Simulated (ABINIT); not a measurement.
# KF (Carobbiite): a self-consistent loop beyond G0W0, cycle by cycle

Wanted: G0W0 and self-consistent gaps of KF (Carobbiite), with the cost of the cycles.

Program: ABINIT 10.8.3. Level of theory: LDA and many-body steps on it, plane waves. Results are calculated unless marked as measured.

**1. The structure**

It takes space group Fm-3m (No. 225, cubic). Conventional cell: a = 5.344 Å, b = 5.344 Å, c = 5.344 Å, α = 90.00°, β = 90.00°, γ = 90.00°. K has 6 F at 2.67 Å nearest. F has 6 K at 2.67 Å nearest. Farther neighbours and most contacts between anions are not listed.

The cell and positions come from the Crystallography Open Database and are kept as given unless a step says otherwise.

**2. Empty states on the mesh, 4×4×4 mesh, 47 bands**

This step: ABINIT 10.8.3; DFT, LDA, plane waves, norm-conserving pseudopotentials.

The sums over transitions need many empty states on a uniform mesh; this step solves for them.

Input file run.abi:

```
acell 3*1.0 Angstrom
rprim 
  -0.000000000000 2.671850000000 2.671850000000
  2.671850000000 -0.000000000000 2.671850000000
  2.671850000000 2.671850000000 0.000000000000
ntypat 2
znucl 19 9
natom 2
typat 1 2
xred 
  0.000000000000 0.000000000000 0.000000000000
  0.500000000000 0.500000000000 0.500000000000
pp_dirpath "pseudos"
pseudos "K.upf, F.upf"
ecut 36
ngkpt 4 4 4
nshiftk 1
shiftk 0 0 0
kptopt 1
chksymbreak 0
iscf -2
irdden 1
istwfk *1
nband 47
nbdbuf 4
tolwfr 1e-09
nstep 60
prtvol 0
indata_prefix "in"
outdata_prefix "out"
tmpdata_prefix "tmp"
```

Started as:

```console
$ OMP_NUM_THREADS=1 mpirun -n 4 abinit run.abi > log
```

Numbers of over 12 decimals in the logs are rounded to 6 here.

The log of the run:

```text
.Version 10.8.3 of ABINIT. v10.8.2 released Aug 2026.

 Symmetries : space group Fm -3 m (#225); Bravais cF (face-center cubic)
[... echo of the input left out ...]
== DATASET  1 ==================================================================
-   mpi_nproc: 4, omp_nthreads: 1 (-1 if OMP is not activated)

--- !DatasetInfo
iteration_state: {dtset: 1, }
dimensions: {natom: 2, nkpt: 8, mband: 47, nsppol: 1, nspinor: 1, nspden: 1, mpw: 2685, }
cutoff_energies: {ecut:  36.0, pawecutdg:  -1.0, }
[...]
1.03271    1.03271    1.17830    1.38092    1.38092    1.38092    1.45888    1.50464
   1.50464    1.59650    1.59650    1.59650    1.87373    1.87373    1.87373    1.90111
   1.90920    1.90920    1.90920    1.96003    1.96003    1.96003    2.00955
 prteigrs : prtvol=0 or 1, do not print more k-points.

== END DATASET(S) ==============================================================
================================================================================

 -outvars: echo values of variables after computation  --------
            nband          47
             nkpt           8
          spgroup         225
 [... the other variables as echoed above ...]

 Calculation completed.
```

The job ended after 11 s (4 MPI ranks of Arm Neoverse N1, shared host; peak memory 0.26 GiB; 43 s of CPU time).

This step gave:

| Quantity | Value |
| --- | --- |
| gap | 5.822 eV |
| k of the valence top | 0, 0, 0 |
| k of the conduction bottom | 0, 0, 0 |
| least direct gap | 5.822 eV |
| k points computed | 8 |
| lowest point of the top converged band, above the valence top | 50.0072 eV |

On this mesh the gap is 5.822 eV.

The density comes from a self-consistent run that is not shown.

**3. Screening, 4×4×4 mesh, 43 bands, screening to 106.1 eV**

The RPA dielectric matrix is built and inverted for each q.

This step: RPA screening on LDA, plane waves, norm-conserving pseudopotentials.

run.abi, as its differences from that of step 2:

```diff
@@ -20,10 +20,11 @@
 chksymbreak 0
-iscf -2
-irdden 1
 istwfk *1
-nband 47
-nbdbuf 4
-tolwfr 1e-09
-nstep 60
-prtvol 0
+occopt 1
+irdwfk 1
+optdriver 3
+nband 43
+ecuteps 3.9
+inclvkb 2
+awtr 1
+symchi 1
 indata_prefix "in"
```

The log of the run:

```text
.Version 10.8.3 of ABINIT. v10.8.2 released Aug 2026.

 Symmetries : space group Fm -3 m (#225); Bravais cF (face-center cubic)
[... echo of the input left out ...]
== DATASET  1 ==================================================================
-   mpi_nproc: 4, omp_nthreads: 1 (-1 if OMP is not activated)

--- !DatasetInfo
iteration_state: {dtset: 1, }
dimensions: {natom: 2, nkpt: 8, mband: 43, nsppol: 1, nspinor: 1, nspden: 1, mpw: 2685, }
cutoff_energies: {ecut:  36.0, pawecutdg:  -1.0, }
electrons: {nelect:   1.60000000E+01, charge:   0.00000000E+00, occopt:   1.00000000E+00, tsmear:   1.00000000E-02, }

 SCREENING: Calculation of the susceptibility and dielectric matrices

 Based on a program developped by R.W. Godby, V. Olevano, G. Onida, and L. Reining.
 Incorporated in ABINIT by V. Olevano, G.-M. Rignanese, and M. Torrent.
.Using double precision arithmetic ; gwpc =  8

[... cell and pseudopotentials left out ...]
--------------------------------------------------------------------------------

 ==== K-mesh for the wavefunctions ====
 Number of points in the irreducible wedge :     8
[... list of points left out ...]
 Together with 48 symmetry operations and time-reversal symmetry
 yields    64 points in the full Brillouin Zone.

 ==== Q-mesh for the screening function ====
 Number of points in the irreducible wedge :     8
[... list of points left out ...]
 Together with 48 symmetry operations and time-reversal symmetry
 yields    64 points in the full Brillouin Zone.

 setmesh: FFT mesh size selected  =    25x   25x   25
          total number of points  =        15625

 vcoul_init : cutoff-mode = AUXILIARY_FUNCTION
 q-points for optical limit:   1
     1)      0.000010    0.000020    0.000030

- screening: taking advantage of time-reversal symmetry
- Maximum band index for partially occupied states nbvw = 8
- Remaining bands to be divided among processors   nbcw = 35
- Number of bands treated by each node ~8

 Number of electrons calculated from density =   16.0000; Expected =   16.0000
 average of density, n =  0.062152
 r_s =    1.5661
 omega_plasma =   24.0483 [eV]

 calculating chi0 at frequencies [eV] :
  1    0.000000E+00    0.000000E+00
  2    0.000000E+00    2.404829E+01

--------------------------------------------------------------------------------
  q-point number  1        q = ( 0.000000, 0.000000, 0.000000) [r.l.u.]
--------------------------------------------------------------------------------
[... chi0 elements left out ...]
 For q-point:  0.000010 0.000020 0.000030
  dielectric constant =   1.9483
  dielectric constant without local fields =   2.1502

  Average fulfillment of the sum rule on Im[epsilon] for q-point    1 :     42.91  [%]
[... wings left out ...]
  q-point number  2        q = ( 0.250000, 0.000000, 0.000000) [r.l.u.]
--------------------------------------------------------------------------------
[... chi0 elements left out ...]
  Average fulfillment of the sum rule on Im[epsilon] for q-point    2 :     58.73  [%]

 [... 6 further q-points ...]
```

Run time: 10 s. Hardware: 4 MPI ranks; peak memory 0.45 GiB; 40 s of CPU time.

Numbers from this step:

- ε∞ with local fields, on this mesh, along the program's q direction: 1.948
- the same without local fields: 2.150
- plasma frequency: 24.05 eV
- plane waves in the screening matrix: 113

Local fields lower ε∞ by 9 %. On a Γ-centred mesh this coarse the value itself is usually too large, while a short band sum pulls it down.

**4. G0W0**

The self-energy is evaluated for the states that the input lists, and the levels follow from it, in one-shot runs by the linearised quasiparticle equation.

This step: G0W0 on LDA, plane waves, norm-conserving pseudopotentials.

run.abi, as its differences from that of step 3:

```diff
@@ -23,8 +23,15 @@
 irdwfk 1
-optdriver 3
+optdriver 4
 nband 43
+gwcalctyp 0
+ecutsigx 36
+symsigma 1
+nkptgw 1
+kptgw 
+  0.0000000000 0.0000000000 0.0000000000
+bdgw 
+  6 12
 ecuteps 3.9
-inclvkb 2
-awtr 1
-symchi 1
+irdscr 1
+ppmodel 1
 indata_prefix "in"
```

The log of the run:

```text
.Version 10.8.3 of ABINIT. v10.8.2 released Aug 2026.

 Symmetries : space group Fm -3 m (#225); Bravais cF (face-center cubic)
[... echo of the input left out ...]
== DATASET  1 ==================================================================
-   mpi_nproc: 4, omp_nthreads: 1 (-1 if OMP is not activated)

--- !DatasetInfo
iteration_state: {dtset: 1, }
dimensions: {natom: 2, nkpt: 8, mband: 43, nsppol: 1, nspinor: 1, nspden: 1, mpw: 2685, }
cutoff_energies: {ecut:  36.0, pawecutdg:  -1.0, }
electrons: {nelect:   1.60000000E+01, charge:   0.00000000E+00, occopt:   1.00000000E+00, tsmear:   1.00000000E-02, }

 SIGMA: Calculation of the GW corrections

 Based on a program developped by R.W. Godby, V. Olevano, G. Onida, and L. Reining.
 Incorporated in ABINIT by V. Olevano, G.-M. Rignanese, and M. Torrent.
.Using double precision arithmetic ; gwpc =  8

[... cell and pseudopotentials left out ...]
--------------------------------------------------------------------------------

 ==== K-mesh for the wavefunctions ====
 Number of points in the irreducible wedge :     8
[... list of points left out ...]
 Together with 48 symmetry operations and time-reversal symmetry
 yields    64 points in the full Brillouin Zone.

 ==== Q-mesh for screening function ====
 Number of points in the irreducible wedge :     8
[... list of points left out ...]
 Together with 48 symmetry operations and time-reversal symmetry
 yields    64 points in the full Brillouin Zone.

 vcoul_init : cutoff-mode = AUXILIARY_FUNCTION
 q-points for optical limit:   1
     1)      0.000010    0.000020    0.000030
 setmesh: FFT mesh size selected  =    40x   40x   40
          total number of points  =        64000

 Number of electrons calculated from density =   16.0000; Expected =   16.0000
 average of density, n =  0.062152
 r_s =    1.5661
 omega_plasma =   24.0483 [eV]

 === KS Band Gaps ===
  >>>> For spin  1
   Minimum direct gap =   5.8215 [eV], located at k-point      :   0.0000  0.0000  0.0000
   Fundamental gap    =   5.8215 [eV], Top of valence bands at :   0.0000  0.0000  0.0000
                                       Bottom of conduction at :   0.0000  0.0000  0.0000
 SIGMA fundamental parameters:
 PLASMON POLE MODEL  1
 number of plane-waves for SigmaX                 2685
 number of plane-waves for SigmaC and W            113
 number of plane-waves for wavefunctions          2685
 number of bands                                    43
 number of independent spin polarizations            1
 number of spinorial components                      1
 number of k-points in IBZ                           8
 number of q-points in IBZ                           8
 number of symmetry operations                      48
 number of k-points in BZ                           64
 number of q-points in BZ                           64
 number of frequencies for dSigma/dE                 9
 frequency step for dSigma/dE [eV]                0.25
 number of omega for Sigma on real axis              0
 max omega for Sigma on real axis  [eV]           0.00
 zcut for avoiding poles [eV]                     0.10

 EPSILON^-1 parameters (SCR file):
 dimension of the eps^-1 matrix on file            113
 dimension of the eps^-1 matrix used               113
 number of plane-waves for wavefunctions          2685
 number of bands                                    43
 number of q-points in IBZ                           8
 number of frequencies                               2
 number of real frequencies                          1
 number of imag frequencies                          1

 matrix elements of self-energy operator (all in [eV])

 Perturbative Calculation

--- !SelfEnergy_ee
iteration_state: {dtset: 1, }
kpoint     : [   0.000,    0.000,    0.000, ]
spin       : 1
KS_gap     :    5.821
QP_gap     :    9.830
Delta_QP_KS:    4.009
data: !SigmaeeData |
     Band     E0 <VxcDFT>   SigX SigC(E0)      Z dSigC/dE  Sig(E)    E-E0       E
        6  -0.305 -21.597 -29.368   5.037   0.808  -0.237 -23.807  -2.210  -2.515
        7  -0.305 -21.597 -29.368   5.037   0.808  -0.237 -23.807  -2.210  -2.515
        8  -0.305 -21.597 -29.368   5.037   0.808  -0.237 -23.807  -2.210  -2.515
        9   5.516  -8.806  -4.130  -2.669   0.896  -0.116  -7.008   1.799   7.315
       10  10.239 -11.047  -4.836  -2.726   0.890  -0.123  -7.944   3.103  13.341
       11  10.239 -11.047  -4.836  -2.726   0.890  -0.123  -7.944   3.103  13.341
       12  10.239 -11.047  -4.836  -2.726   0.890  -0.123  -7.944   3.103  13.341

== END DATASET(S) ==============================================================
================================================================================

 -outvars: echo values of variables after computation  --------
           etotal      0.0000000000E+00
            nband          43
             nkpt           8
          spgroup         225
 [... the other variables as echoed above ...]

 Calculation completed.
```

It took 4.3 s on 4 MPI ranks; peak memory 0.41 GiB.

Numbers from this step:

| Quantity | Value |
| --- | --- |
| G0W0 gap on the points computed | 9.83 eV |
| starting gap on the mesh | 5.822 eV |
| k of the valence top | 0, 0, 0 |
| k of the conduction bottom | 0, 0, 0 |
| Z at the valence top | 0.808 |
| Z at the conduction bottom | 0.896 |
| least direct G0W0 gap on the computed points | 9.83 eV |

The gap on the mesh goes from 5.82 eV to 9.83 eV, a correction of +4.01 eV.

**5. evGW0, cycle 1**

This step: evGW0 on LDA, plane waves, norm-conserving pseudopotentials.

run.abi, as its differences from that of step 4:

```diff
@@ -25,10 +25,24 @@
 nband 43
-gwcalctyp 0
+gwcalctyp 10
 ecutsigx 36
 symsigma 1
-nkptgw 1
+nkptgw 8
 kptgw 
   0.0000000000 0.0000000000 0.0000000000
+  0.2500000000 0.0000000000 0.0000000000
+  0.5000000000 0.0000000000 0.0000000000
+  0.2500000000 0.2500000000 0.0000000000
+  0.5000000000 0.2500000000 0.0000000000
+  -0.2500000000 0.2500000000 0.0000000000
+  0.5000000000 0.5000000000 0.0000000000
+  -0.2500000000 0.5000000000 0.2500000000
 bdgw 
-  6 12
+  1 12
+  1 12
+  1 12
+  1 12
+  1 12
+  1 12
+  1 12
+  1 12
 ecuteps 3.9
```

The log of the run:

```text
.Version 10.8.3 of ABINIT. v10.8.2 released Aug 2026.

 Symmetries : space group Fm -3 m (#225); Bravais cF (face-center cubic)
[... echo of the input left out ...]
== DATASET  1 ==================================================================
-   mpi_nproc: 4, omp_nthreads: 1 (-1 if OMP is not activated)

--- !DatasetInfo
iteration_state: {dtset: 1, }
dimensions: {natom: 2, nkpt: 8, mband: 43, nsppol: 1, nspinor: 1, nspden: 1, mpw: 2685, }
cutoff_energies: {ecut:  36.0, pawecutdg:  -1.0, }
electrons: {nelect:   1.60000000E+01, charge:   0.00000000E+00, occopt:   1.00000000E+00, tsmear:   1.00000000E-02, }

 SIGMA: Calculation of the GW corrections

 Based on a program developped by R.W. Godby, V. Olevano, G. Onida, and L. Reining.
 Incorporated in ABINIT by V. Olevano, G.-M. Rignanese, and M. Torrent.
.Using double precision arithmetic ; gwpc =  8

[... cell and pseudopotentials left out ...]
--------------------------------------------------------------------------------

 ==== K-mesh for the wavefunctions ====
 Number of points in the irreducible wedge :     8
[... list of points left out ...]
 Together with 48 symmetry operations and time-reversal symmetry
 yields    64 points in the full Brillouin Zone.

 ==== Q-mesh for screening function ====
 Number of points in the irreducible wedge :     8
[... list of points left out ...]
 Together with 48 symmetry operations and time-reversal symmetry
 yields    64 points in the full Brillouin Zone.

 vcoul_init : cutoff-mode = AUXILIARY_FUNCTION
 q-points for optical limit:   1
     1)      0.000010    0.000020    0.000030
 setmesh: FFT mesh size selected  =    40x   40x   40
          total number of points  =        64000

 Number of electrons calculated from density =   16.0000; Expected =   16.0000
[...]
QP_gap     :   12.654
Delta_QP_KS:    4.659
data: !SigmaeeData |
     Band     E_DFT   <VxcDFT>   E(N-1)  <Hhartree>   SigX  SigC[E(N-1)]    Z     dSigC/dE  Sig[E(N)]  DeltaE  E(N)_pert E(N)_diago
[...]
--- !SelfEnergy_ee
iteration_state: {dtset: 1, }
kpoint     : [  -0.250,    0.500,    0.250, ]
spin       : 1
KS_gap     :    9.634
QP_gap     :   14.399
Delta_QP_KS:    4.766
data: !SigmaeeData |
     Band     E_DFT   <VxcDFT>   E(N-1)  <Hhartree>   SigX  SigC[E(N-1)]    Z     dSigC/dE  Sig[E(N)]  DeltaE  E(N)_pert E(N)_diago
[...]
11    10.771   -12.351    10.771    23.122    -6.039    -2.753     0.887    -0.128    -9.196     3.155    13.927    14.331
       12    12.919   -13.990    12.919    26.909    -7.231    -2.783     0.874    -0.144   -10.515     3.475    16.394    16.896

 New Fermi energy :        8.238382E-02 Ha ,    2.241778E+00 eV
 New Exchange energy :    -8.418946E+00 Ha ,   -2.290912E+02 eV

 === QP Band Gaps ===
  >>>> For spin  1
   Minimum direct gap =  10.5622 [eV], located at k-point      :   0.0000  0.0000  0.0000
   Fundamental gap    =  10.5622 [eV], Top of valence bands at :   0.0000  0.0000  0.0000
                                       Bottom of conduction at :   0.0000  0.0000  0.0000

 writing QP data on file : out_QPS

 Convergence of QP corrections
 >>>>> For spin  1 <<<<<
.  kptgw no:  1; Maximum DeltaE = (  -3.563   0.000) for band index:  3
.  kptgw no:  2; Maximum DeltaE = (  -3.563   0.000) for band index:  4
.  kptgw no:  3; Maximum DeltaE = (  -3.570  -0.088) for band index:  2
[...]
.  kptgw no:  7; Maximum DeltaE = (   4.088   0.000) for band index: 12
.  kptgw no:  8; Maximum DeltaE = (  -3.566  -0.000) for band index:  5

== END DATASET(S) ==============================================================
================================================================================

 -outvars: echo values of variables after computation  --------
           etotal      0.0000000000E+00
            nband          43
             nkpt           8
          spgroup         225
 [... the other variables as echoed above ...]

 Calculation completed.
```

Run time: 37 s. Hardware: 4 MPI ranks; peak memory 0.9 GiB; 2.4 min of CPU time.

Numbers from this step:

| Property | Result |
| --- | --- |
| quasiparticle gap on the mesh | 10.56 eV |
| gap of the density functional on the mesh | 5.822 eV |
| k of the valence top | 0, 0, 0 |
| k of the conduction bottom | 0, 0, 0 |
| Z at the valence top | 0.808 |
| Z at the conduction bottom | 0.896 |
| least direct quasiparticle gap on the computed points | 10.56 eV |

Against G0W0 in ABINIT (4×4×4 mesh, 43 bands, screening to 106.1 eV, Godby-Needs plasmon pole), the gap moves by +0.732 eV. This first cycle still uses the starting levels; it takes the full correction, at all points of the mesh, and its linearised value is 9.830 eV.

**6. evGW0, cycle 2**

The corrected levels of the last cycle go back in.

run.abi, as its differences from that of step 5:

```diff
@@ -50,2 +50,3 @@
 ppmodel 1
+irdqps 1
 indata_prefix "in"
```

The log of the run:

```text
.Version 10.8.3 of ABINIT. v10.8.2 released Aug 2026.

 Symmetries : space group Fm -3 m (#225); Bravais cF (face-center cubic)
[... echo of the input left out ...]
== DATASET  1 ==================================================================
-   mpi_nproc: 4, omp_nthreads: 1 (-1 if OMP is not activated)

--- !DatasetInfo
iteration_state: {dtset: 1, }
dimensions: {natom: 2, nkpt: 8, mband: 43, nsppol: 1, nspinor: 1, nspden: 1, mpw: 2685, }
cutoff_energies: {ecut:  36.0, pawecutdg:  -1.0, }
[...]
.  kptgw no:  3; Maximum DeltaE = (  -0.607   0.017) for band index:  1
[...]
.  kptgw no:  7; Maximum DeltaE = (   0.677   0.364) for band index:  2
.  kptgw no:  8; Maximum DeltaE = (   0.552   0.287) for band index:  2

== END DATASET(S) ==============================================================
================================================================================

 -outvars: echo values of variables after computation  --------
           etotal      0.0000000000E+00
            nband          43
             nkpt           8
          spgroup         225
 [... the other variables as echoed above ...]

 Calculation completed.
```

It took 36 s on 4 MPI ranks; peak memory 0.9 GiB.

Numbers from this step:

- quasiparticle gap on the mesh: 10.46 eV
- gap of the density functional on the mesh: 5.822 eV
- k of the valence top: 0, 0, 0
- k of the conduction bottom: 0, 0, 0
- least direct quasiparticle gap on the computed points: 10.46 eV

Against the cycle before, the gap moves by −0.107 eV.

[end of part 1 of 3]

[Paths, hosts, dates, memory and timing lines, banners, echoed tables and standing remarks are left out of the program output.]

[Logs are printed without paths, hosts, clocks, repeated set-up lines and the standing remarks that a program may print on its own settings, such as how far it seeks lower states.]

[Runs of the session that timed out or met a known fault of the program may be left out.]

[Hosts, paths, dates, database ids (printed as entryN), source tags and the programs' standing remarks are cut or masked in the printed files.]

[G0W0 gaps are taken among the corrected bands and points alone; a level outside them can change the order at an edge.]

[Where Ansatz stands beside ABINIT at settings called matched, ABINIT's density can come from a denser mesh and the files from another edition; pairs whose starting gaps differed by over 0.03 eV were left out, so agreement reads better than it is.]
